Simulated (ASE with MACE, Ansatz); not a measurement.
# Σ13 (510)[001] symmetric tilt boundary in Ta (60 atoms): boundary energy

What is the boundary energy of this cell, counted against the bulk crystal, and how far does it hang on functional and mesh?

Calculated with Ansatz 0.2.0: Kohn-Sham DFT, PBE, PAW (set soft_2), plane waves; cutoff 420 eV, fermi-dirac smearing of 0.1 eV.

**The cells**

The cell holds 60 atoms: 60 Ta. Cell: a = 6.640 Å, b = 8.626 Å, c = 20.089 Å, α = 90.0°, β = 90.0°, γ = 101.1°. It derives from Ta. The starting structure: Two grains of Ta, one the mirror image of the other in the boundary plane, two boundaries a cell; of 5 trial joints (lateral shifts, openings, close atoms taken out) the lowest after a short relaxation with the MACE-MP-0b2 potential was kept (shift [0, 0] of the surface cell, opening 0.00 Å, one of each pair under 1.73 Å removed), then its atoms and the cell's length along the normal were relaxed with that potential. Lattice constants are starting values near those of PBE.

The bulk reference is Ta2 in a cell of 2 atoms, 18.297 Å³ an atom.

The input of the single point on the relaxed cell:

```yaml
crystal:
  lattice:
    - [6.64, 0.0, 0.0]
    - [-1.66, 8.46437, 0.0]
    - [0.0, 0.0, 20.08892]
  atoms:
    - { symbol: Ta, position: [0.09446, 0.37591, 8.0e-05] }
    - { symbol: Ta, position: [0.19303, 0.77025, 0.00025] }
    - { symbol: Ta, position: [0.28555, 0.1411, 0.06616] }
    - { symbol: Ta, position: [0.38895, 0.55415, 0.08406] }
    [... 54 atom lines left out ...]
    - { symbol: Ta, position: [0.84193, 0.36932, 0.58394] }
    - { symbol: Ta, position: [0.94458, 0.78032, 0.56672] }
kpoints:
  mp_grid: { grid: [6, 4, 2] }
hamiltonian:
  xc: pbe
scf:
  occupations: { method: fermi_dirac, width: 0.1 }
output:
  forces: true
  stress: true
  populations: true
  dos:
    method: { smearing: { sigma: 0.08 } }
    de: 0.1
    projected:
      site_lists:
        Ta: [Ta]
        lower_grain: [... 34 sites ...]
        upper_grain: [... 26 sites ...]
  eigenvalues: true
  write_density: true
  write_potential: true
  volumetric_format: npy
```

```
                                            cell  formula                    k-mesh  relaxation steps  gain on relaxing (eV)  free energy, PBE (eV)  time of its runs on this page
Sigma13 (510)[001] symmetric tilt boundary in Ta     Ta60  6×4×2 (relaxed on 4×3×1)                 4                   0.28            -595926.830                           60 s
                                         bulk Ta      Ta2                  17×17×17                 -                      -             -19864.546                           12 s
```

**Boundary energy**

The excess is the cell's free energy less 30 times that of the bulk cell. It is divided by twice the area, as the cell holds two boundaries, so the value is their mean, and they need not be alike (56.20 Å²), with 1 eV/Å² = 16.022 J/m².

```
           level  k-mesh  excess (eV)  boundary energy (J/m²)  per area (meV/Å²)
             PBE   6×4×2        9.536                   1.359               84.8
PBE, denser mesh   7×5×2        9.532                   1.359               84.8
          PBEsol   6×4×2       10.297                   1.468               91.6
```

Worked for the first row at PBE: (-595926.830) − 30 × (-19864.546) = 9.536 eV (from unrounded energies).

Then 9.536 / (2 × 56.20) × 16.022 = 1.359 J/m².

**Findings**

At PBE the boundary energy is 1.36 J/m². At the same geometries the levels give 1.36 (PBE) to 1.47 J/m² (PBEsol) and the denser mesh leaves it within 0.01 J/m². Relaxing the atoms lowered it by 0.040 J/m² from the start (on the 4×3×1 mesh of the relaxation), and the farthest atom moved 0.07 Å.

Limits: The cell edges were held, so the lattice is the typed one for every functional, and the length along the normal is the one that the machine-learned potential gave. Cell and bulk are sampled on unlike meshes, and the error grows with the number of atoms subtracted. These are free energies under a smearing of 0.1 eV, whose entropy term isn't removed. The joint was picked among a few trials by a machine-learned potential, and a lower one may exist. Spin–orbit coupling is left out, which matters for the levels of the heavy elements. In some runs the program notes that positions were snapped to a detected symmetry.

[Logs are printed without paths, hosts, clocks, repeated set-up lines and the standing remarks that a program may print on its own settings, such as how far it seeks lower states.]

[Hosts, paths, dates, database ids (printed as entryN), source tags and the programs' standing remarks are cut or masked in the printed files.]
